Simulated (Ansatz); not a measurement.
## Pt-Pd-Pt stack of (100) layers: electron–phonon coupling and resistivity

How good a conductor is Pt-Pd-Pt stack of (100) layers when only phonons scatter, and how much computing does the answer need?

Main program and level: Ansatz 0.2.0; DFT PBE, scalar-relativistic, plane waves, PAW; PAW set soft_1.

Most raw output is cut from this account.

## Step 1: Starting point

The cell holds 3 atoms: 2 Pt and 1 Pd. Its edges and angles: a = 2.751 Å, b = 2.751 Å, c = 14.890 Å, α = 90.0°, β = 90.0°, γ = 90.0°. Vacuum lies along c.

## Step 2: Relaxation

The structure is brought to rest under this functional.

Input file input.yaml:

```yaml
crystal:
  lattice:
    - [2.75065, 0.0, 0.0]
    - [0.0, 2.75065, 0.0]
    - [0.0, 0.0, 14.89]
  atoms:
    - { symbol: Pt, position: [0.0, 0.0, 0.36937542] }
    - { symbol: Pd, position: [0.5, 0.5, 0.5] }
    - { symbol: Pt, position: [0.0, 0.0, 0.63062458] }
  periodic: [true, true, false]
kpoints:
  mp_grid: { grid: [10, 10, 1] }
hamiltonian:
  xc: pbe
  pseudopotentials: { kind: paw, azcp: { folder: soft_1 } }
scf:
  occupations: { method: gaussian, width: 0.1 }
output:
  forces: true
  stress: true
  eigenvalues: true
relax:
  adjacent_minimum: "off"
  f_tol: 0.005
  max_steps: 80
  cell: { stress_2d_tol: 0.02 }
```

Started as:

```bash
> ansatz run input.yaml --threads 4 --pin off --max-ram 12288MiB --backend cpu --events-out ev --progress --plain --runs-dir out
```

The job ended after 32 s (4 threads of Arm Neoverse V1, shared host; peak memory 0.54 GiB).

The steps of the relaxation:

```csv
step,energy less that of the first step (eV),largest force component (eV/Å),volume (Å³)
1,0.0000,0.2286,238.94
2,-0.0926,0.0900,225.94
3,-0.0931,0.1116,224.59
4,-0.0954,0.0053,223.95
5,-0.0954,0.0014,224.45
6,-0.0954,0.0001,224.35
7*,-0.0937,0.0005,224.35
8,-0.0937,0.0001,224.39
9*,-0.0937,0.0001,224.39
```

Relaxation steps marked * repeat the geometry before them on a plane-wave basis chosen anew for their cell, so energy and pressure can jump there.

Forces are held to the 16 operations that the run works with; a distortion that breaks them can't arise in this run.

```csv
cell as run,before,after,change
a (Å),2.751,2.666,-3.1 %
b (Å),2.751,2.666,-3.1 %
```

The atoms that moved most (Å, along periodic axes as changes of fractional coordinates times the final cell, across vacuum about the mean position):

```csv
atom,dx,dy,dz,length
Pt3,0.000,0.000,0.130,0.130
Pt1,0.000,0.000,-0.130,0.130
```

The relaxed structure:

```cif
data_structure
_symmetry_space_group_name_H-M 'P 1'
_symmetry_Int_Tables_number 1
_cell_length_a 2.6656
_cell_length_b 2.6656
_cell_length_c 31.5800
_cell_angle_alpha 90.000
_cell_angle_beta 90.000
_cell_angle_gamma 90.000
_cell_volume 224.39
loop_
_atom_site_label
_atom_site_type_symbol
_atom_site_fract_x
_atom_site_fract_y
_atom_site_fract_z
_atom_site_occupancy
Pt1 Pt 0.00000 0.00000 0.17006 1
Pd2 Pd 0.50000 0.50000 0.23575 1
Pt3 Pt 0.00000 0.00000 0.30144 1
```

This step gave:

```
metallic on mesh  : yes
gap on the k-mesh : 0 eV
```

The relaxation ends with a largest force component of 6.3e-5 eV/Å.

## Step 3: Tight relaxation

No force is left; the cell is relaxed once more with another smearing and tight thresholds.

input.yaml, the sections that differ from step 2:

```yaml
crystal:
  lattice:
    - [2.6655786947, 0.0, 0.0]
    - [0.0, 2.6655786947, 0.0]
    - [0.0, 0.0, 31.5799999848]
  atoms:
    - { symbol: Pt, position: [0.0, 0.0, 0.170057337] }
    - { symbol: Pd, position: [0.5, 0.5, 0.2357504751] }
    - { symbol: Pt, position: [0.0, 0.0, 0.3014436132] }
  periodic: [true, true, false]
kpoints:
  mp_grid: { grid: [12, 12, 1] }
scf:
  occupations: { method: methfessel_paxton, width: 0.2 }
relax:
  adjacent_minimum: "off"
  f_tol: 0.001
  max_steps: 60
  cell: { stress_2d_tol: 0.002 }
# hamiltonian, output: as in step 2
```

Elapsed: 30 s, on 4 threads; peak memory 0.54 GiB.

The steps of the relaxation:

```csv
step,energy less that of the first step (eV),largest force component (eV/Å),volume (Å³)
1,0.0000,0.0275,224.39
2,-0.0006,0.0071,225.28
3,-0.0005,0.0084,225.53
4,-0.0006,0.0000,225.43
5,-0.0007,0.0001,225.43
6,-0.0007,0.0000,225.42
7,-0.0007,0.0000,225.42
```

The log counts 2 steps on a newly chosen plane-wave basis, not all of them marked here; energy and pressure can jump at such steps.

```csv
cell as run,before,after,change
a (Å),2.666,2.672,+0.2 %
b (Å),2.666,2.672,+0.2 %
```

The atoms that moved most (Å, along periodic axes as changes of fractional coordinates times the final cell, across vacuum about the mean position):

```csv
atom,dx,dy,dz,length
Pt1,0.000,0.000,0.011,0.011
Pt3,0.000,0.000,-0.011,0.011
```

The relaxed structure:

```xyz
3
Lattice="2.6717 0.0000 0.0000 0.0000 2.6717 0.0000 0.0000 0.0000 31.5800" Properties=species:S:1:pos:R:3
Pt    0.0000    0.0000    5.3819
Pd    1.3359    1.3359    7.4450
Pt    0.0000    0.0000    9.5081
```

## Step 4: Phonons: q 2×2×1, k 6×6×1

Before any scattering is computed, the phonons show whether the structure is a minimum.

Input file input.yaml:

```yaml
crystal:
  lattice:
    - [2.6717298678, 0.0, 0.0]
    - [0.0, 2.6717298678, 0.0]
    - [0.0, 0.0, 31.5799999848]
  atoms:
    - { symbol: Pt, position: [0.0, 0.0, 0.1704207732] }
    - { symbol: Pd, position: [0.5, 0.5, 0.2357504751] }
    - { symbol: Pt, position: [0.0, 0.0, 0.301080177] }
  periodic: [true, true, false]
kpoints:
  mp_grid: { grid: [6, 6, 1] }
hamiltonian:
  xc: pbe
  pseudopotentials: { kind: paw, azcp: { folder: soft_1 } }
scf:
  occupations: { method: methfessel_paxton, width: 0.2 }
output:
  eigenvalues: true
phonons:
  method: dfpt
  qmesh: [2, 2, 1]
  temperatures: { t_max: 1000, t_step: 50 }
  qpath:
    path: [[0.0, 0.0, 0.0], [0.0, 0.5, 0.0], [0.5, 0.5, 0.0], [0.0, 0.0, 0.0]]
    npoints: 10
```

The job ended after 91 s (4 threads; peak memory 0.81 GiB).

This step gave:

```yaml
share_of_imaginary_modes_in_the_plain_interpolation_between_solved_wavevectors: 0.0101
highest_frequency_solved_or_plainly_interpolated: 246.6 cm⁻¹
```

Solved on the 2×2×1 mesh alone; all other wavevectors are interpolated. The phonon branches at the labelled points (cm⁻¹):

```csv
point,branch 1,branch 2,branch 3,branch 4,branch 5,branch 6,branch 7,branch 8,branch 9
Γ,0,0,0,41,41,89,125,125,185
halfway,34,44,58,86,106,108,118,179,195
X,54,70,90,93,108,108,145,185,246
halfway,60,85,105,112,116,121,171,189,243
M,-32,104,104,117,140,142,142,239,239
halfway,68,73,88,100,105,112,171,190,192
Γ,0,0,0,41,41,89,125,125,185
```

Lowest modes at the softest wavevector of the mesh. The modes at q = (0.500, 0.500, 0.000) (shares of kinetic energy by element, %) (negative means imaginary):

```csv
mode,frequency (cm⁻¹),Pt %,Pd %
1,-32.1,100,0
2,104.4,96,4
3,104.4,96,4
4,117.0,100,0
5,140.3,0,100
6,141.5,100,0
```

Displacements in mode 1 (-32.1 cm⁻¹), the largest set to 1, in the home cell:
```
Pt1  0.00  0.00  1.00
Pd2  0.00  0.00  0.00
Pt3  0.00  0.00 -1.00
```

Displacements in mode 6 (141.5 cm⁻¹), the largest set to 1, in the home cell (x, y, z of the real part, then of the imaginary part):
```
Pt1  1.00 -0.88  0.00 -0.04 -0.05  0.00
Pd2  0.00  0.00  0.00  0.00  0.00  0.00
Pt3 -1.00  0.88  0.00  0.04  0.05  0.00
```

Among the solved wavevectors the lowest mode, translations apart, is -32.1 cm⁻¹, imaginary.

## Step 5: Phonons: q 3×3×1, k 9×9×1

An imaginary mode on so few k-points may come from the sampling, so the phonons are repeated with another q and k mesh.

Changes to input.yaml since step 4:

```diff
@@ -11,3 +11,3 @@
 kpoints:
-  mp_grid: { grid: [6, 6, 1] }
+  mp_grid: { grid: [9, 9, 1] }
 hamiltonian:
@@ -21,3 +21,3 @@
   method: dfpt
-  qmesh: [2, 2, 1]
+  qmesh: [3, 3, 1]
   temperatures: { t_max: 1000, t_step: 50 }
```

Wall time 4.3 min (4 threads); peak memory 1.5 GiB; 17 min of CPU time.

This step gave:

- zero point energy: 0.06544 eV/cell
- share of imaginary modes in the plain interpolation between solved wavevectors: 0
- highest frequency, solved or plainly interpolated: 240.7 cm⁻¹

Solved on the 3×3×1 mesh alone; all other wavevectors are interpolated. Phonon branches along the path, in cm⁻¹:

```csv
point,branch 1,branch 2,branch 3,branch 4,branch 5,branch 6,branch 7,branch 8,branch 9
Γ,0,0,0,44,44,93,121,121,191
halfway,25,46,52,76,97,116,118,182,190
X,53,59,71,75,103,107,157,186,241
halfway,63,81,105,108,114,142,174,182,234
M,56,87,134,134,140,140,147,230,230
halfway,64,69,92,98,106,118,175,181,188
Γ,0,0,0,44,44,93,121,121,191
```

Lowest modes at the softest wavevector of the mesh. Modes at q = (0.333, 0.000, 0.000), with each element's share of the kinetic energy:

```csv
mode,frequency (cm⁻¹),Pt %,Pd %
1,37.8,87,13
2,55.9,100,0
3,59.4,84,16
4,73.4,94,6
5,105.2,80,20
6,113.6,13,87
```

Displacements in mode 1 (37.8 cm⁻¹), the largest set to 1, in the home cell (x, y, z of the real part, then of the imaginary part):
```
Pt1  0.00  0.99  0.00  0.00 -0.13  0.00
Pd2  0.00  0.45  0.00  0.00  0.59  0.00
Pt3  0.00  0.99  0.00  0.00 -0.13  0.00
```

Displacements in mode 2 (55.9 cm⁻¹), the largest set to 1, in the home cell:
```
Pt1  0.00  1.00  0.00
Pd2  0.00  0.00  0.00
Pt3  0.00 -1.00  0.00
```

Among the solved wavevectors the lowest mode, translations apart, is 37.8 cm⁻¹, so these are real on this k mesh. This mesh lacks the wavevector at which the coarser one was unstable.

## Step 6: Resistivity: q 3×3×1, k 9×9×1, scattering 12×12×1

Phonons, couplings and the Boltzmann equation in one run.

Changes to input.yaml since step 5:

```diff
@@ -26 +26,5 @@
     npoints: 10
+  electrical_resistivity:
+    mesh: [12, 12, 1]
+    temperatures: [20.0, 50.0, 77.0, 100.0, 150.0, 200.0, 300.0, 400.0, 600.0, 800.0]
+  superconductivity: { mesh: [12, 12, 1] }
```

The job ended after 5.8 min (4 threads; peak memory 2.9 GiB).

This step gave:

```yaml
cell_height: 31.58 Å
sheet_resistance_300k: 181.8 Ω/square, mean in the plane
resistivity_at_300_k: 57.43 μΩ cm, mean of the axes, of the whole cell with its vacuum
coupling_constant_lambda: 0.4949
density_of_states_at_the_fermi_level: 2.845 states/eV a spin and cell
log_mean_phonon_energy_omega_log: 8.17 meV
transport_coupling_constant_lambda_tr: 0.7123, 0.7123, 0 (xx, yy, zz)
drude_plasma_energy: 3.565, 3.565, 0 eV (xx, yy, zz), of the whole cell with its vacuum
second_moment_phonon_energy_omega: 11.15 meV
```

The Eliashberg function α²F has structure finer than the step of the table below, so its rows give means over 1 meV, whole bins alone (the curve runs from 0.117 to 29.7 meV). Peaks (meV: height): α²F 7.8: 0.518, 9.2: 0.282, 10.6: 0.230, 13.2: 0.186, 22.5: 0.156; α²F tr 7.8: 0.653, 9.2: 0.434, 10.4: 0.383, 13.2: 0.401, 22.5: 0.312.

Table of Eliashberg function α²F by phonon energy; means over each step:

```csv
phonon energy (meV),α²F,α²F tr
1,0.00645,0.00655
2,0.0112,0.0111
3,0.0153,0.0138
4,0.0232,0.0196
5,0.0396,0.0362
6,0.0800,0.0808
7,0.263,0.313
8,0.365,0.484
9,0.210,0.303
10,0.172,0.305
11,0.115,0.176
12,0.0681,0.118
13,0.140,0.299
14,0.134,0.285
15,0.126,0.242
16,0.129,0.192
17,0.108,0.178
18,0.0248,0.0439
19,0.0475,0.0676
20,0.0490,0.0833
21,0.0437,0.0983
22,0.0519,0.114
23,0.0723,0.135
24,0.0259,0.0421
25,0.0209,0.0382
26,0.0244,0.0440
27,0.0246,0.0455
28,0.0312,0.0640
29,0.0206,0.0359
```

Of the whole cell with its vacuum, so only the sheet resistance is a property of the layer; the means are those of the plane. Resistivity, by row:

```csv
T (K),ρ_xx (μΩ cm),ρ_yy,ρ_zz,"ρ by Ziman's lowest order, mean","ρ by relaxation times, mean",within 2 % of the coarser mesh
20,0.4739,0.4739,-,0.8396,0.5963,no
50,5.401,5.401,-,7.08,5.844,no
77,11.31,11.31,-,14.13,12.09,no
100,16.36,16.36,-,20.19,17.44,no
150,26.98,26.98,-,33.05,28.71,no
200,37.27,37.27,-,45.58,39.64,no
300,57.43,57.43,-,70.18,61.09,no
400,77.28,77.28,-,94.39,82.28,no
600,115.1,115.1,-,140.8,122.9,no
800,148,148,-,183.2,158.7,no
```

The self-energy step met imaginary modes, so this run fell back to plain Fourier phonons and is not comparable with runs that kept it. Some states were left unconverged by the eigensolver. By its own test the run is not converged in the mesh. λ = 0.495 and 182 Ω per square at 300 K. The run's own test puts 37 % between its two finest meshes on the component of the resistivity at 300 K that moves most, so it is not converged. By the run's own test λ moves by 32 % between its two finest scattering meshes. A coarser mesh gave an imaginary mode at a wavevector that this mesh lacks.

## Step 7: Resistivity: scattering mesh 20×20×1

The next rung changes the scattering mesh, which samples the Fermi surface.

Changes to input.yaml since step 6:

```diff
@@ -27,4 +27,4 @@
   electrical_resistivity:
-    mesh: [12, 12, 1]
+    mesh: [20, 20, 1]
     temperatures: [20.0, 50.0, 77.0, 100.0, 150.0, 200.0, 300.0, 400.0, 600.0, 800.0]
-  superconductivity: { mesh: [12, 12, 1] }
+  superconductivity: { mesh: [20, 20, 1] }
```

Elapsed: 5.9 min, on 4 threads; peak memory 2.9 GiB; 23 min of CPU time.

Numbers from this step:

* sheet resistance 300K: 177.7 Ω/square, mean in the plane
* resistivity at 300 K: 56.12 μΩ cm, mean of the axes, of the whole cell with its vacuum
* coupling constant λ: 0.5964
* density of states at the Fermi level: 3.056 states/eV a spin and cell
* log mean phonon energy ħω_log: 8.299 meV
* transport coupling constant λ_tr: 0.8165, 0.8165, 0 (xx, yy, zz)
* Drude plasma energy: 3.764, 3.764, 0 eV (xx, yy, zz), of the whole cell with its vacuum
* second-moment phonon energy ħω₂: 10.99 meV

The self-energy step met imaginary modes, so this run fell back to plain Fourier phonons and is not comparable with runs that kept it. Some states were left unconverged by the eigensolver. By its own test the run is not converged in the mesh. λ = 0.596 and 178 Ω per square at 300 K, against 0.495 and 182 in the run with q 3×3×1, k 9×9×1, scattering 12×12×1 (+20.5 % and -2.3 %). The run's own test puts 9 % between its two finest meshes on the component of the resistivity at 300 K that moves most, more than that change. A coarser mesh gave an imaginary mode at a wavevector that this mesh lacks.

## Step 8: Resistivity: q 4×4×1, k 12×12×1, scattering 16×16×1

The next rung changes the q mesh, which sets the reach of the force constants and couplings; the k mesh of the density and its response; the scattering mesh, which samples the Fermi surface.

input.yaml, the sections that differ from step 7:

```yaml
kpoints:
  mp_grid: { grid: [12, 12, 1] }
phonons:
  method: dfpt
  qmesh: [4, 4, 1]
  temperatures: { t_max: 1000, t_step: 50 }
  qpath:
    path: [[0.0, 0.0, 0.0], [0.0, 0.5, 0.0], [0.5, 0.5, 0.0], [0.0, 0.0, 0.0]]
    npoints: 10
  electrical_resistivity:
    mesh: [16, 16, 1]
    temperatures: [20.0, 50.0, 77.0, 100.0, 150.0, 200.0, 300.0, 400.0, 600.0, 800.0]
  superconductivity: { mesh: [16, 16, 1] }
# crystal, hamiltonian, scf, output: as in step 7
```

It took 15 min on 4 threads; peak memory 2.5 GiB.

Numbers from this step:

* zero point energy: 0.06526 eV/cell
* highest frequency, solved or plainly interpolated: 244.1 cm⁻¹
* sheet resistance 300K: 167.6 Ω/square, mean in the plane
* resistivity at 300 K: 52.93 μΩ cm, mean of the axes, of the whole cell with its vacuum
* coupling constant λ: 0.6905
* density of states at the Fermi level: 3.499 states/eV a spin and cell
* log mean phonon energy ħω_log: 8.187 meV
* transport coupling constant λ_tr: 0.9597, 0.9597, 0 (xx, yy, zz)
* Drude plasma energy: 3.931, 3.931, 0 eV (xx, yy, zz), of the whole cell with its vacuum
* second-moment phonon energy ħω₂: 10.74 meV

The self-energy step met imaginary modes, so this run fell back to plain Fourier phonons and is not comparable with runs that kept it. Some states were left unconverged by the eigensolver. By its own test the run is not converged in the mesh. λ = 0.691 and 168 Ω per square at 300 K, against 0.495 and 182 in the run with q 3×3×1, k 9×9×1, scattering 12×12×1 (+39.5 % and -7.8 %). N(E_F) moves by +23.0 % and the coupling-weighted phonon energy by -3.7 %; λ goes as N/ω², which would give +32.6 % if the matrix elements stayed. The run's own test puts 25 % between its two finest meshes on the component of the resistivity at 300 K that moves most, more than that change. By the run's own test λ moves by 38 % between its two finest scattering meshes.

## Step 9: Cost and result by level

Times are for 4 threads of Arm Neoverse V1, shared host. Results by setting:

```csv
no.,run,"sheet resistance 300K (Ω/square, mean in the plane)",coupling constant λ,log mean phonon energy ħω_log (meV),time,memory (GiB)
1,"q 3×3×1, k 9×9×1, scattering 12×12×1",181.8,0.4949,8.17,5.8 min,2.9
2,"q 3×3×1, k 9×9×1, scattering 20×20×1",177.7,0.5964,8.299,5.9 min,2.9
3,"q 4×4×1, k 12×12×1, scattering 16×16×1",167.6,0.6905,8.187,15 min,2.5
```

The runs together, line α²F. Table of Eliashberg function α²F, α²F by phonon energy; read off at these points:

```csv
phonon energy (meV),"q 3×3×1, k 9×9×1, scattering 12×12×1","q 3×3×1, k 9×9×1, scattering 20×20×1","q 4×4×1, k 12×12×1, scattering 16×16×1"
1.0,0.00636,0.00491,0.00480
2.0,0.0109,0.00885,0.0139
3.0,0.0152,0.0214,0.0199
4.0,0.0230,0.0331,0.0396
5.0,0.0380,0.0430,0.0606
6.0,0.0758,0.102,0.395
7.0,0.280,0.396,0.350
7.8,0.513,0.588,0.394
8.0,0.459,0.486,0.458
9.0,0.243,0.279,0.197
9.2,0.280,0.340,0.242
9.7,0.154,0.201,0.509
10.0,0.163,0.198,0.365
10.6,0.229,0.282,0.0973
11.0,0.0876,0.118,0.107
12.0,0.0647,0.0854,0.0930
13.0,0.168,0.192,0.117
13.2,0.183,0.214,0.135
14.0,0.131,0.143,0.191
15.0,0.134,0.144,0.148
16.0,0.126,0.138,0.130
17.0,0.126,0.123,0.172
18.0,0.0226,0.0251,0.114
19.0,0.0554,0.0524,0.120
20.0,0.0477,0.0387,0.0470
21.0,0.0450,0.0702,0.0693
22.0,0.0215,0.0737,0.112
22.5,0.156,0.132,0.103
23.0,0.0618,0.0676,0.0460
24.0,0.0220,0.0225,0.0197
25.0,0.0207,0.0246,0.0207
26.0,0.0212,0.0228,0.0180
27.0,0.0252,0.0206,0.0175
28.0,0.0328,0.0266,0.0191
29.0,0.0190,0.0185,0.0313
```

## Step 10: Summary of results

```yaml
run: PBE, q 4×4×1, k 12×12×1, scattering 16×16×1
coupling_constant_lambda: 0.691
log_mean_phonon_energy_omega_log: 8.19 meV
states_at_the_fermi_level: 3.50 states/eV/spin/cell
sheet_resistance_at_300_k: 168 Ω per square
change_between_its_two_finest_scattering_meshes: λ 38 %, resistivity at 300 K 25 %
time_of_that_run: 15 min
```

What this shows: On the last rung that gave a resistivity at the base settings (q 4×4×1, k 12×12×1, scattering 16×16×1), Pt-Pd-Pt stack of (100) layers has λ = 0.69 and a phonon-limited sheet resistance of 168 Ω per square at 300 K. Across the runs of step 9 the sheet resistance 300K runs from 168 Ω/square, mean in the plane (q 4×4×1, k 12×12×1, scattering 16×16×1) to 182 Ω/square, mean in the plane (q 3×3×1, k 9×9×1, scattering 12×12×1), while the wall time spans a factor of 2.7. The coupling is moderate (λ = 0.69), so phonons raise the electrons' mass at the Fermi surface by about 69 %, if this value holds on finer meshes. The imaginary mode of the coarsest meshes is gone at the same wavevector on the finer ones. By the run's own test λ moves by 38 % between the two scattering meshes. Values of ρ(T) under 50 K rest on the softest modes, mostly interpolated ones, and are the least sure of the table. The high-temperature form ρ = 2π k_B T λ_tr/(ħ ε₀ ω_p²) gives 75.0 μΩ cm along x at 300 K, against 52.9 from the Boltzmann equation; with λ this far from converged in the mesh, the gap between them says little. By their share in the modes' patterns, Pt atoms take 87 % of λ. The three lowest branches give 69 % of λ. By the run's own test, which takes the component that moves most, the resistivity at 300 K moves by 25 % between its two finest scattering meshes, so it is not converged. In the run quoted no mode is imaginary at the wavevectors of the 4×4×1 mesh; another run of the session found or stopped at an imaginary mode. Only scattering by harmonic phonons counts; impurities, grain boundaries and thermal expansion are left out. The resistivity belongs to the whole cell, vacuum included; the sheet resistance is the quantity that does not depend on the vacuum. Spin–orbit coupling, left out here, matters for Pt. The c of the given cell is the typed one; the program laid its own vacuum and ran the layer in a cell 31.6 Å high. The structure was built by hand as an ordered model, and its stability against other phases was not tested.

[Logs are printed without paths, hosts, clocks, repeated set-up lines and the standing remarks that a program may print on its own settings, such as how far it seeks lower states.]

[Hosts, paths, dates, database ids (printed as entryN), source tags and the programs' standing remarks are cut or masked in the printed files.]
